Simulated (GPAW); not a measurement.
**Dielectric function and optical constants of CaCu2S2**

Aim: the dielectric function of CaCu2S2, and the optical constants that follow from it.

Method: DFT, PBE, plane-wave PAW (GPAW data sets), scalar-relativistic, RPA, optical limit, in GPAW 26.7.0.

## Step 1: The structure

The structure is trigonal, space group P-3m1 (No. 164). The conventional cell has a = 3.940 Å, b = 3.940 Å, c = 6.523 Å, α = 90.00°, β = 90.00°, γ = 120.00°. Nearest to Cu lie 4 S at 2.41 Å. Ca has 6 S at 2.81 Å nearest. Nearest to S lie 4 Cu at 2.41 Å and 3 Ca at 2.81 Å. Farther neighbours and most contacts between anions are not listed.

## Step 2: Ground state

The self-consistent density comes first; it also tells whether there is a gap, which decides the occupations and the need for a Drude term.

This step: DFT, PBE, plane-wave PAW (GPAW data sets), scalar-relativistic, ground state (GPAW 26.7.0).

gs.py reads:

```python
from ase import Atoms
from ase.dft.bandgap import bandgap
from gpaw import GPAW, PW, FermiDirac

atoms = Atoms(['Cu', 'Cu', 'Ca', 'S', 'S'],
              cell=[[3.939999960606, 0.000000000000, 0.000000000000],
                    [-1.969999980303, 3.412140056795, 0.000000000000],
                    [0.000000000000, 0.000000000000, 6.523000000000]],
              scaled_positions=[[0.666666666667, 0.333333333333, 0.623510000000],
                                [0.333333333333, 0.666666666667, 0.376490000000],
                                [0.000000000000, 0.000000000000, 0.000000000000],
                                [0.666666666667, 0.333333333333, 0.253700000000],
                                [0.333333333333, 0.666666666667, 0.746300000000]],
              pbc=[True, True, True])
atoms.calc = GPAW(mode=PW(500), xc='PBE', kpts={'size': (7, 7, 4), 'gamma': True},
                  occupations=FermiDirac(0.05), maxiter=150, txt='gs.txt')
print('energy (eV)', atoms.get_potential_energy())
print('Fermi level (eV)', atoms.calc.get_fermi_level())
print('valence electrons', atoms.calc.get_number_of_electrons())
print('gap (eV)', bandgap(atoms.calc, output=None)[0])
print('direct gap (eV)', bandgap(atoms.calc, direct=True, output=None)[0])
atoms.calc.write('gs.gpw')
```

Launch:

```sh
$ OMP_NUM_THREADS=1 python gs.py
```

Numbers of over 12 decimals in the logs are rounded to 6 here.

The log of the run:

```text
__  _  _
 | _ |_)|_||  |
 |__||  | ||/\| - 26.7.0

Versions:
  Python: 3.12.14
  ASE:    3.29.0
  Numpy:  2.5.5
  Scipy:  1.18.1
  Libxc:  7.0.0

Input parameters:
  mode=PW(ecut=500.0),
  kpts=MonkhorstPack(size=(7, 7, 4), gamma=True),
  maxiter=150,
  occupations=Occupations(name='fermi-dirac', width=0.05, fixmagmom=False),
  xc=XC(name='PBE')

Diagonalizing LCAO Hamiltonian
Converting LCAO to pw mode

         S
             Cu

         Cu
             S

       Ca

Atoms  # Å, Bohr magnetons
|   | symbol |         x |        y |        z |    initial magnetic moments |
| 0 |     Cu |  1.970000 | 1.137380 | 4.067156 | ( 0.0000,  0.0000,  0.0000) |
| 1 |     Cu | -0.000000 | 2.274760 | 2.455844 | ( 0.0000,  0.0000,  0.0000) |
| 2 |     Ca |  0.000000 | 0.000000 | 0.000000 | ( 0.0000,  0.0000,  0.0000) |
| 3 |      S |  1.970000 | 1.137380 | 1.654885 | ( 0.0000,  0.0000,  0.0000) |
| 4 |      S | -0.000000 | 2.274760 | 4.868115 | ( 0.0000,  0.0000,  0.0000) |

Unit cell  # Å
| periodic |         x |        y |        z |  lengths |     angles |
|      yes |  3.940000 | 0.000000 | 0.000000 | 3.940000 |  90.000000 |
|      yes | -1.970000 | 3.412140 | 0.000000 | 3.940000 |  90.000000 |
|      yes |  0.000000 | 0.000000 | 6.523000 | 6.523000 | 120.000000 |

Number of symmetries: 12
Symmetry operations  # r_c * U_cc + t_c -> r_c
|    | kind |            matrix            |
|  0 |  σ   |  1, 1, 0,  0,-1, 0,  0, 0, 1 |
|  1 |  S6  |  1, 1, 0, -1, 0, 0,  0, 0,-1 |
|  2 |  E   |  1, 0, 0,  0, 1, 0,  0, 0, 1 |
|  3 |  C2  |  1, 0, 0, -1,-1, 0,  0, 0,-1 |
|  4 |  C2  |  0, 1, 0,  1, 0, 0,  0, 0,-1 |
|  5 |  C3  |  0, 1, 0, -1,-1, 0,  0, 0, 1 |
|  6 |  S6  |  0,-1, 0,  1, 1, 0,  0, 0,-1 |
|  7 |  σ   |  0,-1, 0, -1, 0, 0,  0, 0, 1 |
|  8 |  σ   | -1, 0, 0,  1, 1, 0,  0, 0, 1 |
|  9 |  i   | -1, 0, 0,  0,-1, 0,  0, 0,-1 |
| 10 |  C3  | -1,-1, 0,  1, 0, 0,  0, 0, 1 |
| 11 |  C2  | -1,-1, 0,  0, 1, 0,  0, 0,-1 |

BZ-sampling:
  Number of BZ points: 196
  Number of IBZ points: 28

  Monkhorst-Pack size: [7, 7, 4]
  Monkhorst-Pack shift: [0.0, 0.0, 0.125]

K-points  # in reciprocal-cell coordinates
|     |                                coordinates |     weight |
|   0 | (  0.00000000,   0.00000000,   0.00000000) | 0.00510204 |
|   1 | (  0.00000000,   0.00000000,   0.25000000) | 0.01020408 |
|   2 | (  0.00000000,   0.00000000,   0.50000000) | 0.00510204 |
|   3 | (  0.14285714,   0.00000000,  -0.25000000) | 0.03061224 |
|   4 | (  0.14285714,   0.00000000,   0.00000000) | 0.03061224 |
|   5 | (  0.14285714,   0.00000000,   0.25000000) | 0.03061224 |
|   6 | (  0.14285714,   0.00000000,   0.50000000) | 0.03061224 |
|   7 | (  0.28571429,  -0.14285714,   0.00000000) | 0.03061224 |
|   8 | (  0.28571429,  -0.14285714,   0.25000000) | 0.06122449 |
|   9 | (  0.28571429,  -0.14285714,   0.50000000) | 0.03061224 |
| ... |                                            |            |
|  27 | (  0.42857143,   0.42857143,   0.50000000) | 0.03061224 |

Plane wave coefficients: 2238
Cutoff: 500.0 eV

Spin-components: 1 (collinear spins)
Bands:           31
Projectors:      27
Spin-degeneracy: 2
Datatype:        complex128

Parallelization:
  kpt:    1
  domain: 1
  band:   1

Density:
  Valence electrons: 44.0
  Components: 1
  Grid points: [21 21 35]
  Charge: 0.0  # |e|

Potential:
  Grid points: [21 21 35]

species:
  Cu:
    name:    Copper
    id:
    Z:       29.0
    valence: 11
    core:    18
    charge:  0.0  # [|e|]
    compensation charges:
      type: gauss
      rc: 0.33  # [Å]
      lmax: 2
    cutoffs:
      filter: 2.06  # [Å]
      core: 2.43  # [Å]
    projectors
    | kind |    occ | energy [eV] | rcut [Å] |
    |   4s |  1.000 |      -4.609 |    1.164 |
    |   4p |  0.000 |      -0.698 |    1.164 |
    |   3d | 10.000 |      -5.039 |    1.058 |
    |    s |        |      22.603 |    1.164 |
    |    p |        |      26.513 |    1.164 |
    |    d |        |      22.172 |    1.058 |

    Using partial waves for Cu as LCAO basis

  Ca:
    name:    Calcium
    id:
    Z:       20.0
    valence: 10
    core:    10
    charge:  0.0  # [|e|]
    compensation charges:
      type: gauss
      rc: 0.37  # [Å]
      lmax: 2
    cutoffs:
      filter: 2.10  # [Å]
      core: 1.17  # [Å]
    projectors
    | kind |    occ | energy [eV] | rcut [Å] |
    |   3s |  2.000 |     -47.086 |    1.175 |
    |   4s |  2.000 |      -3.766 |    1.175 |
    |   3p |  6.000 |     -28.008 |    1.154 |
    |    p |        |      -0.797 |    1.154 |
    |    d |        |       0.000 |    0.937 |

    Using partial waves for Ca as LCAO basis

  S:
    name:    Sulfur
    id:
    Z:       16.0
    valence: 6
    core:    10
    charge:  0.0  # [|e|]
    compensation charges:
      type: gauss
      rc: 0.24  # [Å]
      lmax: 2
    cutoffs:
      filter: 1.77  # [Å]
      core: 1.66  # [Å]
    projectors
    | kind |    occ | energy [eV] | rcut [Å] |
    |   3s |  2.000 |     -17.254 |    0.974 |
    |   3p |  4.000 |      -7.008 |    0.979 |
    |    s |        |       9.957 |    0.974 |
    |    p |        |      20.203 |    0.979 |
    |    d |        |       0.000 |    0.900 |

    Using partial waves for S as LCAO basis

Reference energy: -130269.012710  # eV

eigensolver:
  PPCG
  Converge bands: occupied
  niter=2

density mixing:
  MSR1-Mixer
  Pratt-step length: 0.05
  Maximum mixing coefficient: 0.75
  Old densities: 10
  SVD Regularization: 0.005
  Good broyden scale: 1.0
  Trust region scale: 1.0
  Backstep threshold: 4.0
  History deletion threshold: 6.0
  Fourier metric: weight=20.0, sigma=0.015

occupation numbers:
  Fermi-Dirac:
    width: 0.0500  # eV

poisson solver:
  ecut: 4000.0  # eV

xc functional:
  name: PBE with 2 nearest neighbor stencil

convergence criteria:
- Maximum [total energy] change in last 3 cyles: 0.0005 eV / valence electron
- Maximum integral of absolute [dens]ity change: 0.0001 electrons / valence electron
- Maximum integral of absolute [eigenst]ate change: 4e-08 eV^2 / valence electron
maximum number of iterations: 150

SCF iterations
|iter     |      energy | eigst |  dens |
|iter:   1||  -24.149421 | +0.63 |       |
|iter:   2||  -23.226287 | -0.83 | -1.09 |
|iter:   3||  -22.273017 | -1.05 | -1.22 |
|iter:   4||  -22.229204 | -2.54 | -1.55 |
|iter:   5||  -22.218851 | -2.98 | -1.67 |
|iter:   6||  -22.220560c| -3.56 | -2.03 |
|iter:   7||  -22.220718c| -4.74 | -2.89 |
|iter:   8||  -22.220741c| -5.66 | -3.35 |
|iter:   9||  -22.220745c| -6.65 | -3.80 |
|iter:  10||  -22.220745c| -7.76c| -4.44c|

Converged in 10 steps
SCF loop duration: 42.150 s (4.215 s/step)
Energy contributions relative to reference atoms: (reference = -130269.012710)

Energy contributions:
  Kinetic:           3.934803
  Coulomb:          -4.148775
  Zero:             -0.409784
  External:          0.000000
  Xc:              -21.596989
  Entropy:          -0.000000
  Spinorbit:         0.000000
  ----------------------------
  Free energy:     -22.220746
  Extrapolated:    -22.220745

dipole moment: (-6.500382, -11.258993, -21.523856)  # |e|*Ang

Fermi level: 7.118
Eigenvalues  # (at kpt = [0.000, 0.000, 0.000])
| band index |      eig [eV] | occ [0-2] |
|          0 |       -33.998 |     2.000 |
|        ... |               |           |
|         14 |         4.666 |     2.000 |
|         15 |         4.852 |     2.000 |
|         16 |         4.852 |     2.000 |
|         17 |         5.915 |     2.000 |
|         18 |         5.915 |     2.000 |
|         19 |         6.410 |     2.000 |
|         20 |         6.548 |     2.000 |
|         21 |         6.548 |     2.000 |
|         22 |         7.635 |     0.000 |
|         23 |         8.809 |     0.000 |
|         24 |         9.345 |     0.000 |
|         25 |         9.821 |     0.000 |
|         26 |         9.821 |     0.000 |
|         27 |        10.606 |     0.000 |
|         28 |        10.606 |     0.000 |
|         29 |        12.663 |     0.000 |
|         30 |        12.663 |     0.000 |

Gap: 1.087 eV
Transition (v -> c):
  (s=0, k=0, n=21, [0.00, 0.00, 0.00]) -> (s=0, k=0, n=22, [0.00, 0.00, 0.00])
No difference between direct/indirect transitions

--- standard output ---
energy (eV) -22.220745
Fermi level (eV) 7.117981
valence electrons 44.0
gap (eV) 1.087444
direct gap (eV) 1.087444
```

Wall time 46 s (1 thread of Arm Neoverse V1, shared host); peak memory 0.19 GiB.

Read-outs, printed or worked out from the files:

- energy: -22.22 eV
- Fermi energy: 7.118 eV
- gap on the k-mesh: 1.087 eV
- direct gap on the mesh: 1.087 eV
- electrons: 44

There is a gap, 1.09 eV on this mesh (points off the mesh can give less), so no carriers' term is needed.

## Step 3: Bands for the response

The response needs many more empty bands than the density does.

This step: DFT, PBE, plane-wave PAW (GPAW data sets), scalar-relativistic, bands at fixed density (GPAW 26.7.0).

nscf.py reads:

```python
from ase.dft.bandgap import bandgap
from gpaw import GPAW, FermiDirac

calc = GPAW('gs.gpw').fixed_density(kpts={'size': (9, 9, 5), 'gamma': True}, nbands=58, convergence={'bands': 52},
                                    occupations=FermiDirac(0.001), txt='nscf.txt')
print('gap (eV)', bandgap(calc, output=None)[0])
print('direct gap (eV)', bandgap(calc, direct=True, output=None)[0])
print('top band over the Fermi level (eV)', min(calc.get_eigenvalues(kpt=k)[51] for k in range(len(calc.get_ibz_k_points()))) - calc.get_fermi_level())
calc.write('full.gpw', mode='all')
```

Launch:

```sh
$ OMP_NUM_THREADS=1 python nscf.py
```

The log of the run:

```text
Diagonalizing LCAO Hamiltonian
Converting LCAO to pw mode
convergence criteria:
- Maximum integral of absolute [eigenst]ate change: 4e-08 eV^2 / valence electron
maximum number of iterations: 150

SCF iterations
|iter     |      energy | eigst |  dens |
|iter:   1||             | +3.18 |       |
|iter:   2||             | +2.02 |       |
|iter:   3||             | +0.98 |       |
|iter:   4||             | -0.24 |       |
|iter:   5||             | -1.09 |       |
|iter:   6||             | -2.11 |       |
|iter:   7||             | -2.95 |       |
|iter:   8||             | -3.97 |       |
|iter:   9||             | -4.80 |       |
|iter:  10||             | -5.78 |       |
|iter:  11||             | -6.60 |       |
|iter:  12||             | -7.34 |       |
|iter:  13||             | -7.78c|       |
SCF steps: 13
  __  _  _
 | _ |_)|_||  |
 |__||  | ||/\| - 26.7.0

Versions:
  Python: 3.12.14
  ASE:    3.29.0
  Numpy:  2.5.5
  Scipy:  1.18.1
  Libxc:  7.0.0

Input parameters:
  mode=PW(ecut=500.0),
  convergence={'bands': 52},
  gpts=array([21, 21, 35]),
  kpts=MonkhorstPack(size=(9, 9, 5), gamma=True),
  maxiter=150,
  nbands=58,
  occupations=Occupations(name='fermi-dirac', width=0.001, fixmagmom=False),
  parallel={},
  xc=XC(name='PBE')

--- standard output ---
gap (eV) 1.087444
direct gap (eV) 1.087444
top band over the Fermi level (eV) 19.247788
```

Wall time 2.8 min (1 thread); peak memory 0.3 GiB.

## Step 4: Dielectric function, RPA

Local fields let the induced charge screen the field inside the cell, which as a rule lowers ε, most along directions where the density is uneven.

This step: DFT, PBE, plane-wave PAW (GPAW data sets), scalar-relativistic, RPA, optical limit (GPAW 26.7.0).

df.py reads:

```python
from gpaw.response.df import DielectricFunction

df = DielectricFunction('full.gpw', frequencies={'type': 'nonlinear', 'domega0': 0.03, 'omega2': 8},
                        ecut=60,
                        eta=0.2,
                        nbands=52,
                        txt='df.txt')
for direction in ['x', 'z']:
    df.get_dielectric_function(xc='RPA', direction=direction, filename=f'df_{direction}.csv')
```

Launch:

```sh
$ OMP_NUM_THREADS=1 python df.py
```

The log of the run:

```text
Using integrator: PointIntegrator
NonLinearFrequencyDescriptor(from 0.000 to 62.066 eV, 492 points)
Nonperiodic BCs:  [False False False]
Using integrator: PointIntegrator
NonLinearFrequencyDescriptor(from 0.000 to 62.066 eV, 492 points)
Nonperiodic BCs:  [False False False]

Calculating chi0 body with:
    Ground state adapter containing:
    Number of spins: 1
    Number of kpoints: 405
    Number of irreducible kpoints: 50
    Number of completely occupied states: 22
    Number of partially occupied states: 22

    Linear response parametrization:
    q_c: [0.0, 0.0, 0.0]
    Number of frequency points: 492
    Planewave cutoff: 60.0
    Number of bands: 52
    Number of planewaves: 99
    Broadening (eta): 0.2

Integrating chi0 body.

Symmetries of q_c:
    Direct symmetries (Uq -> q): 12
    Indirect symmetries (TUq -> q): 0
In total 12 allowed symmetries.

50 groups of equivalent kpoints. 87.654321% reduction.

Integral kind: spectral function

Calculating chi0 optical extensions with:
    Ground state adapter containing:
    Number of spins: 1
    Number of kpoints: 405
    Number of irreducible kpoints: 50
    Number of completely occupied states: 22
    Number of partially occupied states: 22

    Linear response parametrization:
    Number of frequency points: 492
    Planewave cutoff: 60.0
    Number of bands: 52
    Number of planewaves: 99
    Broadening (eta): 0.2
Integrating chi0 head and wings.

Symmetries of q_c:
    Direct symmetries (Uq -> q): 12
    Indirect symmetries (TUq -> q): 0
In total 12 allowed symmetries.

50 groups of equivalent kpoints. 87.654321% reduction.

Integral kind: spectral function wings
```

Elapsed: 34 s, on 1 thread; peak memory 0.51 GiB.

Read-outs, printed or worked out from the files:

| Property | Result |
| --- | --- |
| electronic dielectric constant ε∞, mean over x, y and z (by symmetry where fewer were run) | 7.920 |

Sum at mesh points, not converged in k; values under the direct gap are tails of Lorentzian lines. Im ε against photon energy; read off at these points:

```tsv
photon energy (eV)	E ∥ x	E ∥ z
0.00	0	0
0.50	0.163	0.136
1.00	0.811	0.508
1.50	1.09	1.21
2.00	2.21	1.72
2.50	4.38	3.76
3.00	6.38	8.46
3.14	6.58	9.12
3.50	7.66	7.97
3.64	7.98	7.71
4.00	6.64	6.74
4.50	6.32	6.26
5.00	5.45	5.73
5.50	4.71	5.11
6.00	5.41	5.11
6.50	6.08	5.06
7.00	6.28	6.24
7.50	5.12	4.91
8.00	5.23	4.55
8.50	4.79	4.59
9.00	4.45	3.91
9.50	3.12	3.43
10.00	2.29	2.49
10.50	2.02	2.15
11.00	1.71	1.82
11.50	1.69	1.89
12.00	1.63	1.74
12.50	1.49	1.58
13.00	1.30	1.52
13.50	1.10	1.27
14.00	0.998	1.05
14.50	0.847	0.933
15.00	0.707	0.845
15.50	0.687	0.884
16.00	0.690	0.928
16.50	0.659	0.939
17.00	0.624	0.949
17.50	0.612	0.819
18.00	0.614	0.644
18.50	0.622	0.592
19.00	0.572	0.519
```

The reflectivity at normal incidence has structure finer than the step of the table below, so its rows give means over 1 eV, whole bins alone (the curve runs from 0 to 19.2 eV). Peaks (eV: height): E ∥ x 3.6: 32.0, 9.5: 41.1; E ∥ z 3.1: 34.8, 7.3: 32.5, 9.8: 36.0, 13.4: 26.6, 17.8: 19.5.

Sum at mesh points, not converged in k. Table of reflectivity at normal incidence by photon energy; means over each step:

```tsv
photon energy (eV)	E ∥ x (%)	E ∥ z (%)
1	23.9	24.2
2	26.9	27.0
3	30.4	33.2
4	29.5	29.4
5	25.7	26.8
6	25.2	24.6
7	30.5	29.5
8	31.2	29.2
9	37.2	32.5
10	37.7	33.9
11	30.6	27.1
12	26.7	25.2
13	27.6	25.2
14	26.0	24.6
15	21.7	17.9
16	15.0	13.9
17	12.1	16.4
18	10.1	18.1
```

Sum at mesh points, not converged in k; values under the direct gap are tails of Lorentzian lines. The Im ε, E ∥ x by photon energy; read off at these points:

```tsv
photon energy (eV)	without local fields	with local fields
0.0	0	0
1.0	0.813	0.811
2.0	2.28	2.21
3.0	7.07	6.38
3.6	8.83	7.99
4.0	7.41	6.64
5.0	6.06	5.45
6.0	6.82	5.41
6.5	7.76	6.08
7.0	7.59	6.28
8.0	6.48	5.23
9.0	4.55	4.45
10.0	2.32	2.29
11.0	1.82	1.71
12.0	1.70	1.63
13.0	1.24	1.30
14.0	0.946	0.998
15.0	0.710	0.707
16.0	0.697	0.690
17.0	0.546	0.624
18.0	0.469	0.614
19.0	0.343	0.572
```

Sum at mesh points, not converged in k; values under the direct gap are tails of Lorentzian lines. Table of loss function −Im 1/ε at q → 0 by energy loss; read off at these points:

```tsv
energy loss (eV)	E ∥ x	E ∥ z
0.00	0	0
0.50	0.00249	0.00208
1.00	0.0110	0.00678
1.50	0.0132	0.0143
2.00	0.0241	0.0188
2.50	0.0363	0.0285
3.00	0.0602	0.0536
3.50	0.0750	0.0896
4.00	0.110	0.111
4.50	0.122	0.126
5.00	0.156	0.145
5.50	0.151	0.165
6.00	0.138	0.162
6.50	0.142	0.162
7.00	0.153	0.152
7.50	0.195	0.204
8.00	0.191	0.218
8.50	0.206	0.215
9.00	0.207	0.247
9.50	0.244	0.264
10.00	0.331	0.335
10.50	0.408	0.417
11.00	0.490	0.507
11.50	0.546	0.517
12.00	0.568	0.536
12.50	0.599	0.607
13.00	0.689	0.619
13.50	0.801	0.713
14.00	0.907	0.878
14.50	1.08	1.02
15.00	1.38	1.18
15.50	1.46	1.12
15.73	1.50	1.11
16.00	1.41	1.05
16.50	1.46	1.04
17.00	1.47	1.05
17.50	1.41	1.22
18.00	1.39	1.55
18.50	1.39	1.67
19.00	1.44	1.84
```

At chosen wavelengths:

```tsv
wavelength (nm)	n x	k x	R (%) x	1/α x	n z	k z	R (%) z	1/α z
1064	2.89	0.162	23.8	521 nm	2.97	0.145	24.7	584 nm
633	3.06	0.345	26.3	146 nm	3.05	0.272	26.0	185 nm
532	3.19	0.513	28.4	83 nm	3.24	0.446	28.7	95 nm
450	3.16	0.906	30.3	40 nm	3.45	0.886	32.9	40 nm
405	3.01	1.072	30.1	30 nm	3.24	1.368	34.7	24 nm
308	2.42	1.360	28.5	18 nm	2.41	1.399	29.0	18 nm
193	2.14	1.406	27.7	11 nm	1.97	1.262	24.3	12 nm
```

Below the direct gap, k and the depth come from the tails of the Lorentzian lines, not from transitions.

Rows near the edge hang on the gap, which this functional as a rule makes too small, and phonon-assisted absorption is left out.

## Step 5: What came out

| Property | Result |
| --- | --- |
| electronic dielectric constant ε∞, mean over x, y and z (by symmetry where fewer were run) (RPA) | 7.92 |

At this level (PBE, RPA) CaCu2S2 has a mean ε∞ = 7.92 and n = 2.90 at 1550 nm (E ∥ x). On the mesh the gap is 1.09 eV and the least direct gap 1.09 eV. Local fields change the static value along x from 8.65 to 7.91 (-9 %). The static values by axis are 7.91 (x), 7.94 (z). Excitons and phonon-assisted transitions are missing; PBE gaps are as a rule too small, which pulls the onset down and ε∞ up. The curves end at 19 eV, about where the summed bands run out. In this version of GPAW the matrix elements of the optical limit are incomplete, which can lower ε − 1 by up to a tenth where first-row anions or d states rule, and shift it by more in d metals. The sum runs over mesh points 0.20 Å⁻¹ apart with no interpolation, so peaks are partly noise of the mesh; over so small a direct gap single mesh points weigh heavily, so ε∞, n and their changes from run to run can be far off.

[Machine, clock and banner lines and Python warnings are left out of the logs.]

[Logs are printed without paths, hosts, clocks, repeated set-up lines and the standing remarks that a program may print on its own settings, such as how far it seeks lower states.]

[Hosts, paths, dates, database ids (printed as entryN), source tags and the programs' standing remarks are cut or masked in the printed files.]
